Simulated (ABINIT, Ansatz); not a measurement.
Computed results, one entry a study.

```
! title: How the form of the self-energy moves the gap of CaHClO (P6_3mc)
! method: RPA screening on LDA, plane waves, norm-conserving pseudopotentials (and 3 further levels or steps)
! program: ABINIT 10.8.3
! settings: cutoff 36 Ha, PseudoDojo scalar-relativistic 0.4.1 standard, norm-conserving, ngkpt (3, 3, 2), nband 178, ecuteps 5.2 Ha, gwcalctyp 2, nfreqre 16, nfreqim 8, inclvkb 2, freqremax 40 eV, spmeth 1, nomegasf 120, shiftk (0, 0, 0), symchi 1, awtr 1, frequency cd, 3×3×2 k-mesh
! cost: 8 runs, 17 min in all on 4 MPI ranks of Arm Neoverse V1, shared host
! notes: The program’s warnings: Min real frequency set to default [Ha] = and nkpt*nsppol () is not a multiple of nproc spkpt (). The cell and positions are those that the Materials Project relaxed with its own functionals (PBE, PBE+U or r2SCAN), kept fixed. The 3×3×2 mesh is coarse for this cell, which bears on the long-range parts of exchange and screening.
! G0W0, Godby-Needs plasmon pole: 7.658 eV
! G0W0, Hybertsen-Louie plasmon pole: 7.866 eV
! G0W0, von der Linden-Horsch plasmon pole: 7.820 eV
! one-shot Hartree-Fock: 14.146 eV
! G0W0, contour deformation: 7.637 eV
! known limits: short of the basis limit; coarse k mesh
CELL_PARAMETERS angstrom
3.86984 0.00000 0.00000
-1.93492 3.35138 0.00000
0.00000 0.00000 9.80983
ATOMIC_POSITIONS crystal
Ca 0.33333 0.66667 0.00007
Ca 0.66667 0.33333 0.50007
H 0.00000 0.00000 0.16694
H 0.00000 0.00000 0.66694
Cl 0.33333 0.66667 0.31667
Cl 0.66667 0.33333 0.81667
O 0.00000 0.00000 0.06812
O 0.00000 0.00000 0.56812
```

[Long decimals in the printed logs are rounded to 6 places.]

[Logs are printed without paths, hosts, clocks, repeated set-up lines and the standing remarks that a program may print on its own settings, such as how far it seeks lower states.]

[Paths, hosts, dates, memory and timing lines, banners, echoed tables and standing remarks are left out of the program output; an Ansatz launch command may be rebuilt from the run's recorded settings. Measured values are a selection of at most five: reports struck by readers or far from the other reports are left out. None is set beside runs whose start may be inverted or whose files or cutoffs have a known fault.]

[Runs of the session that timed out or met a known fault of the program may be left out.]

[Hosts, paths, dates, database ids (printed as entryN), source tags and the programs' standing remarks are cut or masked in the printed files.]

[G0W0 gaps are taken among the corrected bands and points alone; a level outside them can change the order at an edge.]

[Where Ansatz stands beside ABINIT at settings called matched, ABINIT's density can come from a denser mesh and the files from another edition; pairs whose starting gaps differed by over 0.03 eV were left out, so agreement reads better than it is.]
